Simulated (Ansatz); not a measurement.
# Gap against strain: armchair SiC nanoribbon (N = 3, H edges)

**Method.** Ansatz 0.2.0, plane waves with PAW datasets, PBE, Fermi-Dirac smearing of 0.05 eV, no spin-orbit coupling. The period is scaled from its relaxed value of 5.441 Å and the atoms relax, within the symmetry of the start, at each strain ε (in %); gaps, in eV, are read on a band path.

| period (Å) | energy (eV a cell) | place of the conduction minimum (Γ = 0, Z = 1) | ε | gap |
| --- | --- | --- | --- | --- |
| 5.224 | +0.130 | 1.00 | −4 | 2.414 |
| 5.441 | 0.000 | 0.00 | 0 | 2.397 |
| 5.550 | +0.028 | 0.00 | 2 | 2.365 |
| 5.659 | +0.115 | 0.00 | 4 | 2.328 |
| 5.768 | +0.258 | 0.00 | 6 | 2.287 |

One run is withheld: period (Å) = 5.332, with ε = −2. Fit a straight line gap = a + b × ε to the 5 rows shown and predict it.

**Fit.** The means are 1.6 for ε and 2.358 for gap. The sum of products of deviations is −0.7608 and the sum of squares in ε is 59.2, so b = −0.7608 / 59.2 = −0.01285 and a = 2.358 − (−0.01285) × 1.6 = 2.379. The residuals' standard deviation, with 3 degrees of freedom, is σ = 0.018.

**Prediction.** gap = 2.379 + (−0.01285) × −2 = 2.404. The run gave 2.425, so the prediction less the run is −0.02. The standard error of a prediction there, σ√(1 + 1/5 + (−2 − 1.6)²/59.2), is 0.021, and the miss is 0.97 times that, for a point between the fitted rows. With so few rows σ is itself uncertain.

The gap does not move one way: it turns somewhere between ε = -4 and 0 %, and the true extreme can lie between the rows, beyond the values shown. The conduction minimum changes its place within the series, which a single slope can't follow.

Caveats: Kohn-Sham gaps of a wire among periodic images, which in a check on one flat ribbon (7 Å apart) lowered the gap by 0.2 eV and flattened the slope; the slope b × 100 is a mean deformation potential of the gap, in eV per unit strain. Between neighbouring runs it lies between −2.0 and 0.5 eV, so a bend, a kink or scatter between runs makes one line a rough account. The unstrained row comes from a denser mesh than the others, which shifts its energy a little. Series of this kind are told only where this holds: a gap at every strain (compound wires with polar facets were set aside first). 88 of 101 did.
